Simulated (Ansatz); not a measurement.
# Localised basis functions on liquid Cu at 1700 K (61 atoms)

Wanted: errors and times of a linear-scaling basis for liquid Cu at 1700 K (61 atoms). A setting counts as converged where the r.m.s. difference of forces stays under 1 % of the r.m.s. force.

Method: Kohn-Sham DFT, PBE, PAW (set soft_2), plane waves, in Ansatz 0.2.0.

**Experiments to compare with.** Waseda and Ohtani performed x-ray diffraction on liquid copper at this density and temperature at ambient pressure (as quoted in “An textitab initio study of shock-compressed copper”, 2022, arxiv:2205.06638): density 7.69 g/cm³ at 1773 K.

## Step 1: The structure

The cell holds 61 atoms: 61 Cu. Its edges and angles: a = 9.490 Å, b = 9.490 Å, c = 9.490 Å, α = 90.0°, β = 90.0°, γ = 90.0°. 61 atoms (61 Cu) placed at random at 8.04 g/cm³, melted at 1900 K for 10 ps at fixed volume with the EAM Cu potential (Mishin et al., Phys. Rev. B 63, 224106 (2001)). Snapshot at the end of a hold of 10 ps at 1700 K and zero pressure.

Before any run, some limits are plain. The network of bonds at the start is that of the classical potential that made the cell, and needn't be the one that DFT or experiment would give. The electron count is odd and the run has no spin polarisation.

## Step 2: Plane-wave single point

The first run fixes the reference, at a cutoff of 420 eV.

File input.yaml:

```yaml
crystal:
  lattice:
    - [9.48964, 0.0, 0.0]
    - [0.0, 9.48964, 0.0]
    - [0.0, 0.0, 9.48964]
  atoms:
    - { symbol: Cu, position: [0.61146, 0.31643, 0.05909] }
    - { symbol: Cu, position: [0.25846, 0.48794, 0.02542] }
    - { symbol: Cu, position: [0.85342, 0.21457, 0.978] }
    - { symbol: Cu, position: [0.97827, 0.61218, 0.67995] }
    - { symbol: Cu, position: [0.53321, 0.39608, 0.76696] }
    - { symbol: Cu, position: [0.15375, 0.59019, 0.50348] }
    - { symbol: Cu, position: [0.97398, 0.07226, 0.4747] }
    - { symbol: Cu, position: [0.41754, 0.33466, 0.51956] }
    - { symbol: Cu, position: [0.04993, 0.43718, 0.86593] }
    - { symbol: Cu, position: [0.97494, 0.24453, 0.71858] }
    - { symbol: Cu, position: [0.41699, 0.02855, 0.02955] }
    - { symbol: Cu, position: [0.24746, 0.68739, 0.17824] }
    - { symbol: Cu, position: [0.68141, 0.827, 0.50895] }
    - { symbol: Cu, position: [0.20363, 0.86814, 0.54195] }
    - { symbol: Cu, position: [0.23186, 0.99653, 0.22362] }
    - { symbol: Cu, position: [0.71958, 0.51892, 0.51495] }
    - { symbol: Cu, position: [0.94105, 0.84509, 0.58754] }
    - { symbol: Cu, position: [0.65058, 0.1475, 0.86752] }
    - { symbol: Cu, position: [0.80422, 0.04767, 0.68113] }
    - { symbol: Cu, position: [0.78577, 0.41003, 0.7983] }
    - { symbol: Cu, position: [0.59807, 0.64424, 0.33807] }
    - { symbol: Cu, position: [0.15811, 0.35686, 0.65502] }
    - { symbol: Cu, position: [0.6407, 0.07154, 0.41855] }
    - { symbol: Cu, position: [0.47927, 0.51183, 0.12626] }
    - { symbol: Cu, position: [0.81778, 0.20346, 0.29127] }
    - { symbol: Cu, position: [0.73033, 0.69497, 0.75022] }
    - { symbol: Cu, position: [0.77849, 0.91282, 0.26027] }
    - { symbol: Cu, position: [0.73381, 0.23929, 0.57086] }
    - { symbol: Cu, position: [0.96718, 0.00257, 0.1281] }
    - { symbol: Cu, position: [0.58525, 0.87114, 0.94537] }
    - { symbol: Cu, position: [0.17757, 0.91694, 0.9986] }
    - { symbol: Cu, position: [0.49747, 0.60006, 0.597] }
    - { symbol: Cu, position: [0.29332, 0.26788, 0.12828] }
    - { symbol: Cu, position: [0.31762, 0.24365, 0.84697] }
    - { symbol: Cu, position: [0.338, 0.92261, 0.7921] }
    - { symbol: Cu, position: [0.08027, 0.69661, 0.8951] }
    - { symbol: Cu, position: [0.84731, 0.55872, 0.97719] }
    - { symbol: Cu, position: [0.40618, 0.98598, 0.4563] }
    - { symbol: Cu, position: [0.30601, 0.45993, 0.30744] }
    - { symbol: Cu, position: [0.58689, 0.37499, 0.33938] }
    - { symbol: Cu, position: [0.80636, 0.47809, 0.22334] }
    - { symbol: Cu, position: [0.57738, 0.92736, 0.69493] }
    - { symbol: Cu, position: [0.02014, 0.00929, 0.81093] }
    - { symbol: Cu, position: [0.09986, 0.19888, 0.98174] }
    - { symbol: Cu, position: [0.5069, 0.15276, 0.66658] }
    - { symbol: Cu, position: [0.20254, 0.10398, 0.64715] }
    - { symbol: Cu, position: [0.56278, 0.60468, 0.91798] }
    - { symbol: Cu, position: [0.04728, 0.86572, 0.33742] }
    - { symbol: Cu, position: [0.46879, 0.11242, 0.25208] }
    - { symbol: Cu, position: [0.26044, 0.58858, 0.74719] }
    - { symbol: Cu, position: [0.8291, 0.90158, 0.91985] }
    - { symbol: Cu, position: [0.90869, 0.65449, 0.4021] }
    - { symbol: Cu, position: [0.50901, 0.86262, 0.21934] }
    - { symbol: Cu, position: [0.36326, 0.69591, 0.40057] }
    - { symbol: Cu, position: [0.67014, 0.71298, 0.11421] }
    - { symbol: Cu, position: [0.07843, 0.47403, 0.18392] }
    - { symbol: Cu, position: [0.98005, 0.38186, 0.40478] }
    - { symbol: Cu, position: [0.99233, 0.77833, 0.12228] }
    - { symbol: Cu, position: [0.3706, 0.73269, 0.94448] }
    - { symbol: Cu, position: [0.22695, 0.22314, 0.40307] }
    - { symbol: Cu, position: [0.6729, 0.03497, 0.12339] }
kpoints:
  mp_grid: { grid: [2, 2, 2] }
hamiltonian:
  xc: pbe
scf:
  occupations: { method: fermi_dirac, width: 0.1 }
output:
  forces: true
  stress: true
  populations: true
  dos:
    method: { smearing: { sigma: 0.15 } }
    de: 0.1
    projected: { site_lists: { Cu: [Cu] } }
  eigenvalues: true
  write_density: true
  write_potential: true
  volumetric_format: npy
```

Command:

```
$ ansatz run input.yaml --threads 8 --pin off --max-ram 15872MiB --backend cpu --events-out ev --progress --plain --runs-dir out
```

Standard output:

```text
Engine: ansatz 0.2.0, aarch64-unknown-linux-gnu
Pseudopotentials: kind: paw
Pseudopotential: Cu, paw, valence charge 19, recommended cutoff 420 eV (normal), Cu.paw.azcp
[... 5 lines on functional and potentials left out ...]
Crystal: 61 atoms, lattice volume = 854.573 Å³
Basis set: ecut = 420 eV, 16831 PW (Γ), exchange–correlation on 128×128×128 points (8 copies of the dense FFT grid, shifted against one another)
Bands: 696, of which v1, the nominal top of the filled ones, is band 580 counted from 1 (579 counted from 0)
Symmetry: 1 space group operations
Space group: P1 (ITA 1), of the structure as read, at distance tolerance 9.5e-5 Å
k-points: 8
[... 3 lines on functional and potentials left out ...]
Initial density: superposition of atomic densities (neutral atoms: chi_scale 0, normalization atom), corrected by the library's trained network
Initial wavefunctions: pseudopotential atomic-orbital guess
Functional: x = pbe(κ = 0.804, μ = 0.219515), c = pbe(β = 0.066725)
SCF iter   1: F=—  HF=-404115.324192 eV  |F-HF|=—  |Δ(HF+E_count)|=         —  Δρ=2.69e-3  dr2=9.11e-2  ethr=1.77e-3  ⟨swp⟩=5.0  Hψ=17703  notcnv=0  defer=583
preconditioner: auto → LDOS  [metal: Δε(μ)=0.038 eV  Ē_g=8.924 eV  σ=0.100 eV  W_gap=0.09  n_scr=340 (ndim 8)  ℏωp=32.9 eV  f_vac=0.012  D(μ)=14.59/eV (n_scr^D=80)  β→1.0]
SCF iter   2: F=—  HF=-404115.341960 eV  |F-HF|=—  |Δ(HF+E_count)|=   1.78e-2  Δρ=4.31e-3  dr2=1.10e-1  ethr=7.86e-6  ⟨swp⟩=2.0  Hψ=10853  notcnv=0  defer=659
SCF iter   3: F=—  HF=-404115.338676 eV  |F-HF|=—  |Δ(HF+E_count)|=   3.28e-3  Δρ=4.02e-3  dr2=7.97e-2  ethr=7.86e-6  ⟨swp⟩=2.0  Hψ=9515  notcnv=0  defer=659
SCF iter   4: F=—  HF=-404115.323013 eV  |F-HF|=—  |Δ(HF+E_count)|=   1.57e-2  Δρ=1.55e-3  dr2=1.22e-2  ethr=6.88e-6  ⟨swp⟩=2.0  Hψ=6194  notcnv=0  defer=659
SCF iter   5: F=—  HF=-404115.320467 eV  |F-HF|=—  |Δ(HF+E_count)|=   2.55e-3  Δρ=3.88e-4  dr2=7.47e-4  ethr=1.05e-6  ⟨swp⟩=2.0  Hψ=8313  notcnv=0  defer=659
SCF iter   6: F=—  HF=-404115.320398 eV  |F-HF|=—  |Δ(HF+E_count)|=   6.91e-5  Δρ=3.94e-5  dr2=1.10e-5  ethr=6.44e-8  ⟨swp⟩=2.0  Hψ=7426  notcnv=0  defer=659
SCF iter   7: F=—  HF=-404115.321912 eV  |F-HF|=—  |Δ(HF+E_count)|=   1.51e-3  Δρ=3.11e-5  dr2=5.23e-6  ethr=9.52e-10  ⟨swp⟩=2.0  Hψ=9401  notcnv=0  defer=659
SCF iter   8: F=—  HF=-404115.321912 eV  |F-HF|=—  |Δ(HF+E_count)|=   7.42e-7  Δρ=6.03e-6  dr2=2.63e-7  ethr=4.52e-10  ⟨swp⟩=2.0  Hψ=9397  notcnv=0  defer=659
SCF iter   9: F=-404115.321912 eV  HF=-404115.321912 eV  |F-HF|=4.10e-8  |Δ(HF+E_count)|=   3.46e-8  Δρ=3.10e-6  dr2=5.42e-8  ethr=8.63e-12  ⟨swp⟩=11.8  Hψ=38464  notcnv=0
SCF 1 converged in 9 iterations: F = -404115.321912 eV  dr2 = 5.42e-8
  greatest PAW one-centre occupation: 1.000 electrons in one spin orbital (limit 2), on the Cu atom at site 33 (counted from 0), in its partial waves of l = 0
SCF converged after 9 iterations
Free energy (F): -404115.321912 eV
Harris-Foulkes:  -404115.321912 eV  (|F-HF|=4.10e-8)
Internal energy: -404114.821099 eV  (E = F + TS)
E sigma→0 (E₀):  -404115.071505 eV
Entropy (-TS):   -0.500813 eV (-8.210 meV/atom)
Fermi energy:    13.400566 eV
--- Per-component energies (eV) ---
  E_band       = -25459.782247
  E_kinetic    = 18258.515186
  E_local      = -276964.402540  (includes V_loc(G=0)·N_el)
  E_nonlocal   = 23929.482302
  E_hartree    = 122053.161416
  E_xc         = -5404.060527
  E_vxc        = -6969.165051  (∫ρ·V_xc dr)
  E_paw        = -101574.596532  (= ΣΔE_a)
  E_vpaw       = -27820.535682  (= ΣTr[D̂ρ^β])
  E_aug_tail   = 0.017135  (compensation charges beyond the density's cutoff)
  E_ewald      = -184412.937538
  E_smearing   = -0.500813  (= −TS)
  E_closure    = 0.000000  (closes the sum)
  Σ components = -404115.321912   (vs F -404115.321912, Δ=0.00e0)
--- Forces (eV/Å), atoms counted from 1 ---
  atom   1  Cu     0.39348084    -0.40261271     0.04558203
  atom   2  Cu     0.05154232     0.22880108    -1.98172633
  atom   3  Cu     0.27571829     0.24836741     0.57159910
  atom   4  Cu    -0.56529276    -0.81070224    -0.01670786
  atom   5  Cu    -0.32815519    -0.26358444    -0.17119525
  atom   6  Cu     0.12661508    -0.13540391    -0.57821738
  atom   7  Cu     0.09879754     0.86370141     0.00346062
  atom   8  Cu    -0.16441841     0.59037531     0.58402995
  atom   9  Cu     0.04776272     0.04929746     0.79138949
  atom  10  Cu    -2.04258717    -1.30051693     0.28911049
  atom  11  Cu    -0.76700493     0.62824324    -0.86781271
  atom  12  Cu    -0.41829445     0.83402000    -0.09525187
  atom  13  Cu     0.58089219    -0.94101585    -0.93047600
  atom  14  Cu    -0.28198368    -0.53248254     0.42143457
[...]
atom  60  Cu    -0.49937085    -0.41576726    -0.30949201
  atom  61  Cu    -1.15290971     3.23171860    -3.17518211
  max |Σ_I F_I| component: 3.26e-5 eV/Å
--- Stress (GPa, compression-positive) ---
       -2.609398       0.148875      -0.220979
        0.148875      -3.714527      -0.421261
       -0.220980      -0.421261      -3.107000
  P = ⅓ Tr σ = -3.1436 GPa (-31.436 kbar)
--- Band table (eV; the first three rows and the last of 8) ---
  k-point 0: bands = ["-99.2561", "-99.1664", "-99.1207", "-99.1000", [... 680 levels ...], "23.9500", "23.9704", "24.0055", "24.0278", "24.0871", "24.1242", "24.1877", "24.2753", "24.3955", "24.4113", "24.4704", "24.5771"]
[...]
--- Löwdin populations: 61 sites ---
  site symbol       q [e]
     0     Cu     18.8765
     1     Cu     18.8765
     2     Cu     18.8781
[...]
60     Cu     18.8476
  spilling = 0.006944 (of n_electrons = 1159.000000)
```

Wall time 2.4 min (8 threads of Arm Neoverse V2, shared host); peak memory 11 GiB.

In the SCF lines HF is the Harris–Foulkes energy and dr2 the Hartree energy of the density residual, in eV; the loop may stop once dr2 is under the threshold and the program's other checks hold. Hψ counts applications of the Hamiltonian.

The program notes that it cut back its work space to fit the memory limit.

The run gave:

| Quantity | Value |
| --- | --- |
| free energy | -404115.3219 eV |
| free energy per atom | -6624.8413 eV/atom |
| SCF cycles | 9 |
| pressure | -3.144 GPa |
| r.m.s. force component | 0.8895 eV/Å |
| longest force | 5.155 eV/Å |
| Fermi energy | 13.4 eV |
| levels partly filled by over 2 per cent | 47 |
| spilling of the projection | 0.006944 |

The r.m.s. force component of 0.89 eV/Å sets the scale for the differences below.

## Step 3: Support functions low

The cell is solved in localised support functions. The level low gives here a grid of 48×48×48 points and a radius of 3.71 Å.

This step: Kohn-Sham DFT, PBE, PAW (set soft_2), localised support functions (low) (Ansatz 0.2.0).

input.yaml, the sections that differ from step 2:

```yaml
scf:
  occupations: { method: fermi_dirac, width: 0.1 }
  eigensolver: { kind: { support_functions: { accuracy: low } } }
  max_iter: 150
output:
  forces: true
  eigenvalues: true
# crystal, kpoints, hamiltonian: as in step 2
```

Standard output:

```text
Warning: scf.eigensolver.kind.support_functions: disabling space-group detection — the functions' gradient is summed over unrotated k-points, so no spatial operation reduces the k-mesh or symmetrises the density; time reversal is kept, so that k and −k are solved as one point where they differ and the mesh holds both, and exact exchange and, on two spinor components, a DFT+U term hold to it where the run has them: [...]
settings of this run that can trade accuracy for cost: scf.eigensolver.kind.support_functions; scf.eigensolver.kind.support_functions.accuracy: low [...]
[...]
Crystal: 61 atoms, lattice volume = 854.573 Å³
Basis set: ecut = 420 eV, 16831 PW (Γ), exchange–correlation on 128×128×128 points (8 copies of the dense FFT grid, shifted against one another)
Bands: 696, of which v1, the nominal top of the filled ones, is band 580 counted from 1 (579 counted from 0)
Symmetry: 1 space group operations
k-points: 8
[...]
Eigensolver: Support functions (low, 48×48×48 points, laid for a spacing of at most 0.228497 Å, radius 3.713650 Å, 1 species' potentials softened for the grid, 1 wholly corrected for its errors in the mean over positions, 1 with the egg-box correction, energy correction by stochastic trace)
[...]
SCF iter   1: F=—  HF=-404136.537727 eV  |F-HF|=—  |Δ(HF+E_count)|=         —  Δρ=1.93e-1  dr2=2.01e2  ethr=1.00e-1
[...]
SCF iter  13: F=—  HF=-404115.463810 eV  |F-HF|=—  |Δ(HF+E_count)|=   4.42e-3  Δρ=8.23e-5  dr2=4.08e-5  ethr=5.32e-9  κ⁻¹=1.6e-6(r=7)
SCF iter  14: F=-404115.467517 eV  HF=-404115.467528 eV  |F-HF|=1.11e-5  |Δ(HF+E_count)|=   3.72e-3  Δρ=4.23e-5  dr2=9.80e-6  ethr=3.52e-9
SCF 1 converged in 14 iterations: F = -404115.530140 eV  dr2 = 9.80e-6
[...]
SCF converged after 14 iterations
Stability not checked: this state was not tested for a lower state beside it, because the mixer in use, unlike msr1, does not test its closes by its own steps (another_mixer; see scf.mixing.algorithm and scf.lower_state_search)
Free energy (F): -404115.530140 eV
[...]
Internal energy: -404115.029758 eV  (E = F + TS)
E sigma→0 (E₀):  -404115.279949 eV
Entropy (-TS):   -0.500382 eV (-8.203 meV/atom)
Fermi energy:    13.398421 eV
[...]
Σ components = -404115.530140   (vs F -404115.530140, Δ=0.00e0)
--- Forces (eV/Å), atoms counted from 1 ---
  atom   1  Cu     0.39453927    -0.40298106     0.04391557
  atom   2  Cu     0.04970565     0.22944423    -1.98172107
  atom   3  Cu     0.27530471     0.24884404     0.57032951
  atom   4  Cu    -0.56648786    -0.81131018    -0.01491065
[...]
atom  61  Cu    -1.15522066     3.22859495    -3.17574634
  max |Σ_I F_I| component: 4.03e-3 eV/Å
--- Band table (eV; the first three rows and the last of 8) ---
[...]
```

The job ended after 2.6 min (8 threads; peak memory 3.8 GiB).

The program notes that the band table was not solved further than the SCF left it and it switched symmetry off.

Keys that differ from the reference: support_functions.accuracy = "low" and scf.max_iter = 150.

Forces differ from the reference by 1.4 meV/Å r.m.s., 0.15 % of their size, well within a tolerance of 1 %; the energy by -3.4 meV/atom.

## Step 4: Support functions medium

The level medium is asked for. Here it resolves to the same grid and radius as in the run with support functions low, so the basis is not new.

This step: Kohn-Sham DFT, PBE, PAW (set soft_2), localised support functions (medium) (Ansatz 0.2.0).

input.yaml, the sections that differ from step 3:

```yaml
scf:
  occupations: { method: fermi_dirac, width: 0.1 }
  eigensolver: { kind: { support_functions: { accuracy: medium } } }
  max_iter: 150
# crystal, kpoints, hamiltonian, output: as in step 3
```

Standard output:

```text
[...]
Crystal: 61 atoms, lattice volume = 854.573 Å³
Basis set: ecut = 420 eV, 16831 PW (Γ), exchange–correlation on 128×128×128 points (8 copies of the dense FFT grid, shifted against one another)
Bands: 696, of which v1, the nominal top of the filled ones, is band 580 counted from 1 (579 counted from 0)
Symmetry: 1 space group operations
k-points: 8
[...]
Eigensolver: Support functions (medium, 48×48×48 points, laid for a spacing of at most 0.228497 Å, radius 3.713650 Å, 1 species' potentials softened for the grid, 1 wholly corrected for its errors in the mean over positions, 1 with the egg-box correction, energy correction by stochastic trace)
[...]
SCF iter   1: F=—  HF=-404136.537727 eV  |F-HF|=—  |Δ(HF+E_count)|=         —  Δρ=1.93e-1  dr2=2.01e2  ethr=1.00e-1
[...]
SCF iter  15: F=—  HF=-404115.470716 eV  |F-HF|=—  |Δ(HF+E_count)|=   3.19e-3  Δρ=1.82e-5  dr2=2.12e-6  ethr=8.46e-10  κ⁻¹=2.3e-6(r=7)
SCF iter  16: F=-404115.470716 eV  HF=-404115.470716 eV  |F-HF|=9.65e-8  |Δ(HF+E_count)|=   4.13e-7  Δρ=3.52e-6  dr2=1.14e-7  ethr=1.83e-10
SCF 1 converged in 16 iterations: F = -404115.530154 eV  dr2 = 1.14e-7
[...]
SCF converged after 16 iterations
[...]
Free energy (F): -404115.530154 eV
[...]
Internal energy: -404115.029815 eV  (E = F + TS)
E sigma→0 (E₀):  -404115.279985 eV
Entropy (-TS):   -0.500340 eV (-8.202 meV/atom)
Fermi energy:    13.398160 eV
[...]
Σ components = -404115.530154   (vs F -404115.530154, Δ=0.00e0)
--- Forces (eV/Å), atoms counted from 1 ---
  atom   1  Cu     0.39458969    -0.40293710     0.04396131
  atom   2  Cu     0.04977777     0.22941973    -1.98170173
  atom   3  Cu     0.27544069     0.24883948     0.57035448
  atom   4  Cu    -0.56643370    -0.81114306    -0.01493277
[...]
atom  61  Cu    -1.15521183     3.22852079    -3.17549223
  max |Σ_I F_I| component: 4.29e-3 eV/Å
--- Band table (eV; the first three rows and the last of 8) ---
[...]
```

The job ended after 2.8 min (8 threads; peak memory 3.8 GiB).

Keys that differ from the reference: support_functions.accuracy = "medium" and scf.max_iter = 150.

Forces differ from the reference by 1.3 meV/Å r.m.s., 0.15 % of their size, well within a tolerance of 1 %; the energy by -3.4 meV/atom.

## Step 5: Support functions medium, radius 2.97 Å

The radius confines each support function; a larger one gives more freedom and more work per atom.

input.yaml, the sections that differ from step 4:

```yaml
scf:
  occupations: { method: fermi_dirac, width: 0.1 }
  eigensolver: { kind: { support_functions: { accuracy: medium, radius: 2.97 } } }
  max_iter: 150
# crystal, kpoints, hamiltonian, output: as in step 4
```

Standard output:

```text
Warning: scf.eigensolver.kind.support_functions: disabling space-group detection — the functions' gradient is summed over unrotated k-points, so no spatial operation reduces the k-mesh or symmetrises the density; time reversal is kept, so that k and −k are solved as one point where they differ and the mesh holds both, and exact exchange and, on two spinor components, a DFT+U term hold to it where the run has them: [...]
settings of this run that can trade accuracy for cost: scf.eigensolver.kind.support_functions [...]
Engine: ansatz 0.2.0, aarch64-unknown-linux-gnu
Pseudopotentials: kind: paw
Pseudopotential: Cu, paw, valence charge 19, recommended cutoff 420 eV (normal), Cu.paw.azcp
[... 5 lines on functional and potentials left out ...]
Error: SCF: the radius of support functions is under 3.53 Å, the least for these sites at the functions' level (scf.eigensolver.kind.support_functions.accuracy). Use scf.eigensolver.kind: auto, or type scf.eigensolver.kind.support_functions.radius at least as long, [...]
```

Wall time 0.57 s (8 threads); peak memory 0.22 GiB; 2.4 s of CPU time.

The program refuses radii under 3.53 Å for these atoms at this level.

[end of part 1 of 2]

[Long decimals in the printed logs are rounded to 6 places.]

[Logs are printed without paths, hosts, clocks, repeated set-up lines and the standing remarks that a program may print on its own settings, such as how far it seeks lower states.]

[Hosts, paths, dates, database ids (printed as entryN), source tags and the programs' standing remarks are cut or masked in the printed files.]
